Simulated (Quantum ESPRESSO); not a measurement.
# Ruthenium (P6_3/mmc): from the cell to the phonon bands, part 2 of 4

How does Ruthenium (P6_3/mmc) vibrate, and is this structure a minimum?

Quantum ESPRESSO 7.5; DFT PBE, scalar-relativistic, plane waves, GBRV ultrasoft pseudopotentials.

So far. Step 2 (A probe with smearing): No gap opens on this mesh, so smearing is kept; the start stands at 4.4 GPa. Step 4 (Ground state): The cell stands at 0.034 GPa, close enough for phonons. The relaxed cell has a = 2.719, c = 4.292 Å (conventional setting).

## Step 7: Phonons on a q mesh

Linear response treats each wavevector in the unit cell, with no supercell; the 3×3×2 mesh fixes the range of the force constants to be had. The change of the potential is kept for the electron-phonon matrix elements.

The input, ph.in:

```
phonons
 &inputph
    prefix='x',
    outdir='./tmp',
    fildyn='x.dyn',
    tr2_ph=1.0d-18,
    alpha_mix(1)=0.4,
    nmix_ph=8,
    ldisp=.true.,
    nq1=3,
    nq2=3,
    nq3=2,
    electron_phonon='interpolated',
    fildvscf='dvscf',
    el_ph_sigma=0.005,
    el_ph_nsigma=10,
 /
```

Run with:

```bash
$ OMP_NUM_THREADS=1 mpirun -n 8 ph.x -nk 8 -in ph.in > ph.out
```

Numbers of over 12 decimals in the logs are rounded to 6 here.

What it wrote:

```text
[banners, grids, parts of the stress and lines that vanish by symmetry left out]
[banner, memory and clock lines left out]
Program PHONON v.7.5

[...]
Exchange-correlation= PBE
                           (   1   4   3   4   0   0   0)
[...]
(   6 q-points):
[...]
kinetic-energy cut-off    =      40.0000  Ry
     charge density cut-off    =     240.0000  Ry
     convergence threshold     =      1.0E-18
[...]
Exchange-correlation= PBE
                           (   1   4   3   4   0   0   0)
[...]
q = (   0.0000000   0.0000000   0.0000000 )
     25 Sym.Ops. (with q -> -q+G )
     G cutoff =  160.4865  (  11655 G-vectors)     FFT grid: ( 25, 25, 40)
     G cutoff =  106.9910  (   6351 G-vectors)  smooth grid: ( 24, 24, 36)
     number of k points=   135  Marzari-Vanderbilt smearing, width (Ry)=  0.0200
[...]
Mode symmetry, D_6h(6/mmm) point group:
[...]
Representation #   1 mode #   1
[...]
End of self-consistent calculation
     Convergence has been achieved
     Representation #   2 modes #   2   3
[...]
End of self-consistent calculation
     Convergence has been achieved
     Representation #   3 mode #   4
[...]
End of self-consistent calculation
     Convergence has been achieved
     Representation #   4 modes #   5   6
[...]
End of self-consistent calculation
     Convergence has been achieved
[...]
q = (    0.000000000   0.000000000   0.000000000 )
[...]
freq (    1) =      -0.040537 [THz] =      -1.352162 [cm-1]
     freq (    2) =      -0.038891 [THz] =      -1.297269 [cm-1]
     freq (    3) =      -0.038891 [THz] =      -1.297269 [cm-1]
     freq (    4) =       5.766132 [THz] =     192.337477 [cm-1]
     freq (    5) =       5.766132 [THz] =     192.337477 [cm-1]
     freq (    6) =       7.737820 [THz] =     258.105876 [cm-1]
[...]
Mode symmetry, D_6h(6/mmm) point group:
     freq (   1-   1) =         -1.4  [cm-1]   --> A_2u            I
     freq (   2-   3) =         -1.3  [cm-1]   --> E_1u            I
     freq (   4-   5) =        192.3  [cm-1]   --> E_2g            R
     freq (   6-   6) =        258.1  [cm-1]   --> B_1g
[...]
lambda(    1)=  0.0000   gamma=    0.01 GHz
     lambda(    2)=  0.0000   gamma=    0.01 GHz
     lambda(    3)=  0.0000   gamma=    0.01 GHz
     lambda(    4)=  0.1978   gamma=   71.31 GHz
     lambda(    5)=  0.1981   gamma=   71.39 GHz
     lambda(    6)=  0.0629   gamma=   40.80 GHz
[...]
Representation #   1 modes #   1   2
[...]
Convergence has been achieved
     Representation #   2 modes #   3   4   5   6
[...]
Convergence has been achieved
[...]
q = (    0.000000000   0.000000000  -0.316729824 )
[...]
freq (    1) =       4.068530 [THz] =     135.711539 [cm-1]
     freq (    2) =       4.068530 [THz] =     135.711539 [cm-1]
     freq (    3) =       4.068530 [THz] =     135.711539 [cm-1]
     freq (    4) =       4.068530 [THz] =     135.711539 [cm-1]
     freq (    5) =       6.292164 [THz] =     209.883985 [cm-1]
     freq (    6) =       6.292164 [THz] =     209.883985 [cm-1]
[...]
lambda(    1)=  0.0395   gamma=    7.09 GHz
     lambda(    2)=  0.0392   gamma=    7.04 GHz
     lambda(    3)=  0.0391   gamma=    7.01 GHz
     lambda(    4)=  0.0393   gamma=    7.06 GHz
     lambda(    5)=  0.0368   gamma=   15.78 GHz
     lambda(    6)=  0.0368   gamma=   15.80 GHz
[...]
Mode symmetry, C_2v (mm2)  point group:
[...]
Representation #   1 mode #   1
[...]
Convergence has been achieved
     Representation #   2 mode #   2
[...]
Convergence has been achieved
[...]
Convergence has been achieved
[...]
Convergence has been achieved
[...]
Convergence has been achieved
[...]
Convergence has been achieved
[...]
q = (    0.000000000   0.384900179   0.000000000 )
[...]
freq (    1) =       4.071532 [THz] =     135.811683 [cm-1]
     freq (    2) =       4.541587 [THz] =     151.491034 [cm-1]
[...]
Mode symmetry, C_2v (mm2)  point group:
     freq (   1-   1) =        135.8  [cm-1]   --> B_1  D_3  S_3
     freq (   2-   2) =        151.5  [cm-1]   --> B_2  D_4  S_4
     freq (   3-   3) =        196.4  [cm-1]   --> B_2  D_4  S_4
     freq (   4-   4) =        218.2  [cm-1]   --> A_1  D_1  S_1
     freq (   5-   5) =        218.6  [cm-1]   --> B_1  D_3  S_3
     freq (   6-   6) =        233.1  [cm-1]   --> A_1  D_1  S_1
[...]
lambda(    1)=  0.0675   gamma=   12.14 GHz
     lambda(    2)=  0.0603   gamma=   13.48 GHz
[...]
Convergence has been achieved
[...]
Convergence has been achieved
[...]
Convergence has been achieved
[...]
q = (    0.000000000   0.384900179  -0.316729824 )
[...]
Mode symmetry, D_3h (-62m) point group:
[...]
Representation #   1 mode #   1
[...]
Convergence has been achieved
     Representation #   2 mode #   2
[...]
Convergence has been achieved
     Representation #   3 modes #   3   4
[...]
Convergence has been achieved
     Representation #   4 modes #   5   6
[...]
Convergence has been achieved
[...]
q = (    0.333333333   0.577350269   0.000000000 )
[...]
freq (    5) =       6.228918 [THz] =     207.774337 [cm-1]
     freq (    6) =       7.788582 [THz] =     259.799114 [cm-1]
[...]
Mode symmetry, D_3h (-62m) point group:
     freq (   1-   2) =        166.8  [cm-1]   --> E''
     freq (   3-   4) =        201.6  [cm-1]   --> E'
     freq (   5-   5) =        207.8  [cm-1]   --> A'_2
     freq (   6-   6) =        259.8  [cm-1]   --> A'_1
[...]
lambda(    5)=  0.0953   gamma=   40.09 GHz
     lambda(    6)=  0.0738   gamma=   48.54 GHz
[...]
Representation #   1 modes #   1   2
[...]
Convergence has been achieved
     Representation #   2 modes #   3   4
[...]
End of self-consistent calculation
     Convergence has been achieved
     Representation #   3 modes #   5   6
[...]
End of self-consistent calculation
     Convergence has been achieved
[...]
q = (    0.333333333   0.577350269  -0.316729824 )
[...]
freq (    1) =       5.151684 [THz] =     171.841695 [cm-1]
     freq (    2) =       5.151684 [THz] =     171.841695 [cm-1]
     freq (    3) =       6.945128 [THz] =     231.664520 [cm-1]
     freq (    4) =       6.945128 [THz] =     231.664520 [cm-1]
     freq (    5) =       7.034233 [THz] =     234.636758 [cm-1]
     freq (    6) =       7.034233 [THz] =     234.636758 [cm-1]
[...]
lambda(    1)=  0.0961   gamma=   27.66 GHz
     lambda(    2)=  0.0962   gamma=   27.68 GHz
     lambda(    3)=  0.0900   gamma=   47.06 GHz
     lambda(    4)=  0.0899   gamma=   47.02 GHz
     lambda(    5)=  0.0590   gamma=   31.63 GHz
     lambda(    6)=  0.0590   gamma=   31.62 GHz
[...]
1   0.333333333   0.577350269  -0.316729824
          2  -0.333333333  -0.577350269   0.316729824


[key lines of the parts left out:]
the Fermi energy is    23.4225 ev
```

Run time: 36 min. Hardware: 8 MPI ranks of Arm Neoverse V1, shared host.

Read from the output:

```yaml
largest_acoustic_frequency_at_the_zone_centre_before_the_sum_rule: -1.35 cm⁻¹
highest_optical_zone_centre_mode_no_lo_to_term: 258.1 cm⁻¹
lowest_optical_zone_centre_mode: 192.3 cm⁻¹
lowest_mode_on_the_q_mesh_acoustic_ones_at_the_zone_centre_apart: 135.7 cm⁻¹
```

Frequencies (cm⁻¹) at each irreducible wavevector; negative means imaginary. Frequencies by wavevector:

| q (fractions) | star | mode 1 | mode 2 | mode 3 | mode 4 | mode 5 | mode 6 |
| --- | --- | --- | --- | --- | --- | --- | --- |
| 0 0 0 | 1 | -1.35 | -1.3 | -1.3 | 192.3 | 192.3 | 258.1 |
| 0 0 -0.5 | 1 | 135.7 | 135.7 | 135.7 | 135.7 | 209.9 | 209.9 |
| 0 0.3333 0 | 6 | 135.8 | 151.5 | 196.4 | 218.2 | 218.6 | 233.1 |
| 0 0.3333 -0.5 | 6 | 163 | 163 | 184.8 | 184.8 | 254.9 | 254.9 |
| 0.3333 0.3333 0 | 2 | 166.8 | 166.8 | 201.6 | 201.6 | 207.8 | 259.8 |
| 0.3333 0.3333 -0.5 | 2 | 171.8 | 171.8 | 231.7 | 231.7 | 234.6 | 234.6 |

Couplings of single modes at a Gaussian broadening of 0.02 Ry, as ph.x prints them; it sets λ to zero for modes under 20 cm⁻¹. Mode couplings:

| q (fractions) | mode | frequency (cm⁻¹) | λ | linewidth γ (GHz) |
| --- | --- | --- | --- | --- |
| 0 0 -0.5 | 1 | 135.7 | 0.0395 | 7.09 |
| 0 0 -0.5 | 2 | 135.7 | 0.0392 | 7.04 |
| 0 0 -0.5 | 3 | 135.7 | 0.0391 | 7.01 |
| 0 0 -0.5 | 4 | 135.7 | 0.0393 | 7.06 |
| 0 0 -0.5 | 5 | 209.9 | 0.0368 | 15.78 |
| 0 0 -0.5 | 6 | 209.9 | 0.0368 | 15.8 |
| 0 0.3333 0 | 1 | 135.8 | 0.0675 | 12.14 |
| 0 0.3333 0 | 2 | 151.5 | 0.0603 | 13.48 |
| 0 0.3333 0 | 3 | 196.4 | 0.1692 | 63.6 |
| 0 0.3333 0 | 4 | 218.2 | 0.0629 | 29.18 |
| 0 0.3333 0 | 5 | 218.6 | 0.0414 | 19.27 |
| 0 0.3333 0 | 6 | 233.1 | 0.1006 | 53.26 |
| 0 0.3333 -0.5 | 1 | 163 | 0.1055 | 27.32 |
| 0 0.3333 -0.5 | 2 | 163 | 0.1055 | 27.34 |
| 0 0.3333 -0.5 | 3 | 184.8 | 0.0515 | 17.11 |
| 0 0.3333 -0.5 | 4 | 184.8 | 0.05 | 16.64 |
| 0 0.3333 -0.5 | 5 | 254.9 | 0.0431 | 27.3 |
| 0 0.3333 -0.5 | 6 | 254.9 | 0.0425 | 26.89 |
| 0.3333 0.3333 0 | 1 | 166.8 | 0.1629 | 44.16 |
| 0.3333 0.3333 0 | 2 | 166.8 | 0.1617 | 43.83 |
| 0.3333 0.3333 0 | 3 | 201.6 | 0.1231 | 48.74 |
| 0.3333 0.3333 0 | 4 | 201.6 | 0.1207 | 47.79 |
| 0.3333 0.3333 0 | 5 | 207.8 | 0.0953 | 40.09 |
| 0.3333 0.3333 0 | 6 | 259.8 | 0.0738 | 48.54 |
| 0.3333 0.3333 -0.5 | 1 | 171.8 | 0.0961 | 27.66 |
| 0.3333 0.3333 -0.5 | 2 | 171.8 | 0.0962 | 27.68 |
| 0.3333 0.3333 -0.5 | 3 | 231.7 | 0.09 | 47.06 |
| 0.3333 0.3333 -0.5 | 4 | 231.7 | 0.0899 | 47.02 |
| 0.3333 0.3333 -0.5 | 5 | 234.6 | 0.059 | 31.63 |
| 0.3333 0.3333 -0.5 | 6 | 234.6 | 0.059 | 31.62 |

The acoustic modes at Γ come out as far as 1.4 cm⁻¹ from zero, where they should vanish, a small numerical error.

## Step 8: Force constants in real space

The dynamical matrices of the mesh are Fourier-transformed to force constants in real space.

The input, q2r.in:

```
 &input
    fildyn='x.dyn',
    zasr='crystal',
    flfrc='x.fc',
    la2F=.true.,
 /
```

Run with:

```bash
$ q2r.x < q2r.in > q2r.out
```

What it wrote:

```text
[banners, grids, parts of the stress and lines that vanish by symmetry left out]
[banner, memory and clock lines left out]
Program Q2R v.7.5

  reading grid info from file x.dyn0

  reading force constants from file x.dyn1
  Dielectric Tensor not found
  nqs=            1
 q=   0.00000000  0.00000000  0.00000000
  reading force constants from file x.dyn2
  nqs=            1
 q=   0.00000000  0.00000000 -0.31672982
  reading force constants from file x.dyn3
  nqs=            6
[...]
reading force constants from file x.dyn4
  nqs=            6
[...]
reading force constants from file x.dyn5
  nqs=            2
[...]
reading force constants from file x.dyn6
  nqs=            2
 q=   0.33333333  0.57735027 -0.31672982
 q=  -0.33333333 -0.57735027  0.31672982

      q-space grid ok, #points =   18

      fft-check success (sum of imaginary terms < 10^-12)

   Preparing gamma for a2F

 Broadening =      0.005
      q-space grid ok, #points =   18

      fft-check success (sum of imaginary terms < 10^-12)

 Broadening =      0.010
[...]
Broadening =      0.045
      q-space grid ok, #points =   18

      fft-check success (sum of imaginary terms < 10^-12)

 Broadening =      0.050
      q-space grid ok, #points =   18

      fft-check success (sum of imaginary terms < 10^-12)
```

Wall time 0.47 s (1 thread).

## Step 9: Interpolated phonon bands

From the force constants any wavevector is cheap; points of the mesh come back as solved, but for the sum rule and, in polar crystals, the LO-TO term at Γ; the rest is interpolation.

The input, matdyn.in:

```
 &input
    asr='crystal',
    flfrc='x.fc',
    flfrq='x.freq',
    flvec='x.modes',
    q_in_band_form=.true.,
    q_in_cryst_coord=.true.,
 /
12
  0.0000000   0.0000000   0.0000000  12  ! GAMMA
  0.5000000  -0.0000000   0.0000000  12  ! M
  0.3333333   0.3333333   0.0000000  12  ! K
  0.0000000   0.0000000   0.0000000  12  ! GAMMA
  0.0000000   0.0000000   0.5000000  12  ! A
  0.5000000  -0.0000000   0.5000000  12  ! L
  0.3333333   0.3333333   0.5000000  12  ! H
  0.0000000   0.0000000   0.5000000   1  ! A
  0.5000000  -0.0000000   0.5000000  12  ! L
  0.5000000  -0.0000000   0.0000000   1  ! M
  0.3333333   0.3333333   0.5000000  12  ! H
  0.3333333   0.3333333   0.0000000   1  ! K
```

Run with:

```bash
$ matdyn.x -in matdyn.in > matdyn.out
```

What it wrote:

```text
[banner, memory and clock lines left out]
Program MATDYN v.7.5

 mass for atomic type   1 not given; uses mass from file x.fc
 Norm of the difference between old and new effective charges:    0.000000

 Norm of the difference between old and new force-constants:   5.40943e-06

     Message from routine matdyn:
     Z* not found in file x.fc, TO-LO splitting at q=0 will be absent!
     Message from routine matdyn:
     Z* not found in file x.fc, TO-LO splitting at q=0 will be absent!

Note: The following floating-point exceptions are signalling: IEEE_UNDERFLOW_FLAG
```

The job ended after 0.46 s (1 thread).

This step gave:

- lowest frequency on the path: 0 cm⁻¹
- mean frequency: 193.5 cm⁻¹
- Debye temperature (second moment): 368 K
- logarithmic mean frequency: 188 cm⁻¹

Matdyn.x, sum rule crystal. Phonon branches along the path, in cm⁻¹:

| point | branch 1 | branch 2 | branch 3 | branch 4 | branch 5 | branch 6 |
| --- | --- | --- | --- | --- | --- | --- |
| Γ | 0 | 0 | 0 | 192 | 192 | 258 |
| halfway | 114 | 128 | 183 | 213 | 217 | 221 |
| M | 152 | 170 | 173 | 222 | 243 | 247 |
| halfway | 168 | 170 | 171 | 210 | 232 | 255 |
| K | 167 | 167 | 202 | 202 | 208 | 260 |
| halfway | 132 | 140 | 192 | 207 | 222 | 222 |
| Γ | 0 | 0 | 0 | 192 | 192 | 258 |
| halfway | 73 | 73 | 123 | 178 | 178 | 250 |
| A | 136 | 136 | 136 | 136 | 210 | 210 |
| halfway | 154 | 154 | 173 | 173 | 242 | 242 |
| L | 173 | 173 | 193 | 193 | 265 | 265 |
| halfway | 172 | 172 | 207 | 207 | 256 | 256 |
| H | 172 | 172 | 232 | 232 | 235 | 235 |
| halfway | 157 | 157 | 183 | 183 | 246 | 246 |
| A | 136 | 136 | 136 | 136 | 210 | 210 |
| jump to L | 173 | 173 | 193 | 193 | 265 | 265 |
| halfway | 166 | 172 | 173 | 215 | 254 | 256 |
| M | 152 | 170 | 173 | 222 | 243 | 247 |
| jump to H | 172 | 172 | 232 | 232 | 235 | 235 |
| halfway | 171 | 171 | 216 | 216 | 216 | 253 |
| K | 167 | 167 | 202 | 202 | 208 | 260 |

The phonon branches as a text plot (rows in cm⁻¹):

```
    260 |*         ****      ***        *****            **    **
    249 | *     ***    **       *      *     *  ****      *** *
    238 |  *  *****      *  *    *    *       **    *       **
    227 |   ** **  *   *** *         *        **     *      **
    216 |   ***  ** * *   **      ***        *  *     **  **  **
    205 |  ***     ******* **               *    **     **     **
    193 |**   *     * *  *   ***  *     ****
    182 |      *        *       *      *           *     *
    171 |       ********  *      *    * **********  *    ********
    160 |   *  *  *    **        *   * *          ** *    **
    149 |     ****       * *      * ***             ***     *
    138 |    **                    **                 ***
    127 |  * *            *     * *
    116 |   *             * *
    105 |   *              *
     94 |  *               *     *
     83 |  *                *
     72 | *                 *   *
     61 |                      *
     50 | *
     39 |**                  * *
     28 |*                   *
     17 |*
      6 |                     *
         Γ      M    K        Γ   A       L    H       A|L M|H  K
```

Lowest modes at the softest wavevector of the mesh; phase exp(i q.(R + tau)). Modes at q = (0.000, 0.000, 0.500):

| mode | frequency (cm⁻¹) |
| --- | --- |
| 1 | 135.7 |
| 2 | 135.7 |
| 3 | 135.7 |
| 4 | 135.7 |
| 5 | 209.9 |
| 6 | 209.9 |

Displacements in mode 3 (135.7 cm⁻¹), the largest set to 1, in the home cell (x, y, z of the real part, then of the imaginary part):
```
Ru1  0.00 -0.06  0.00  0.00  0.04  0.00
Ru2  0.00 -1.00  0.00  0.00  0.00  0.00
```

Displacements in mode 5 (209.9 cm⁻¹), the largest set to 1, in the home cell:
```
Ru1 0.00 0.00 1.00
Ru2 0.00 0.00 0.00
```

Force constants by pair (phonopy on the run's constants); pairs near half the supercell's span include their periodic images. Pair force constants, by row:

| atom | neighbour | distance (Å) | third of the trace (eV/Å²) | along the pair's line (eV/Å²) |
| --- | --- | --- | --- | --- |
| Ru1 | itself | 0 | 14.58 | – |
| Ru1 | Ru | 2.659 | -1.079 | -2.929 |
| Ru1 | Ru | 2.719 | -0.763 | -2.269 |
| Ru1 | Ru | 3.803 | -0.1853 | -0.8962 |
| Ru1 | Ru | 4.292 | -0.72 | -2.135 |
| Ru1 | Ru | 4.675 | -0.1875 | -0.2861 |
| Ru1 | Ru | 4.709 | -0.3193 | -0.5185 |
| Ru1 | Ru | 5.081 | 0.0267 | 0.0525 |
| Ru1 | Ru | 6.372 | -0.0479 | -0.0784 |
| Ru2 | itself | 0 | 14.58 | – |
| Ru2 | Ru | 2.659 | -1.079 | -2.929 |
| Ru2 | Ru | 2.719 | -0.763 | -2.269 |
| Ru2 | Ru | 3.803 | -0.1853 | -0.8962 |
| Ru2 | Ru | 4.292 | -0.72 | -2.135 |
| Ru2 | Ru | 4.675 | -0.1875 | -0.2861 |
| Ru2 | Ru | 4.709 | -0.3193 | -0.5185 |
| Ru2 | Ru | 5.081 | 0.0267 | 0.0525 |
| Ru2 | Ru | 6.372 | -0.0479 | -0.0784 |

Harmonic mean-square displacement, third of the trace. Mean-square displacements:

| T (K) | Ru1 U_eq (Å²) | Ru2 U_eq (Å²) |
| --- | --- | --- |
| 0 | 9.20e-4 | 9.20e-4 |
| 100 | 0.00115 | 0.00115 |
| 300 | 0.00252 | 0.00252 |
| 600 | 0.00485 | 0.00485 |

Mode patterns, pair constants, displacements and means over the zone were worked out by phonopy from the force constants of q2r.x.

All branches are real along the path.

[end of part 2 of 4]

[Host names and launcher messages were left out of these logs when they were recorded.]

[Logs are printed without paths, hosts, clocks, repeated set-up lines and the standing remarks that a program may print on its own settings, such as how far it seeks lower states.]

[Hosts, paths, dates, database ids (printed as entryN), source tags and the programs' standing remarks are cut or masked in the printed files.]
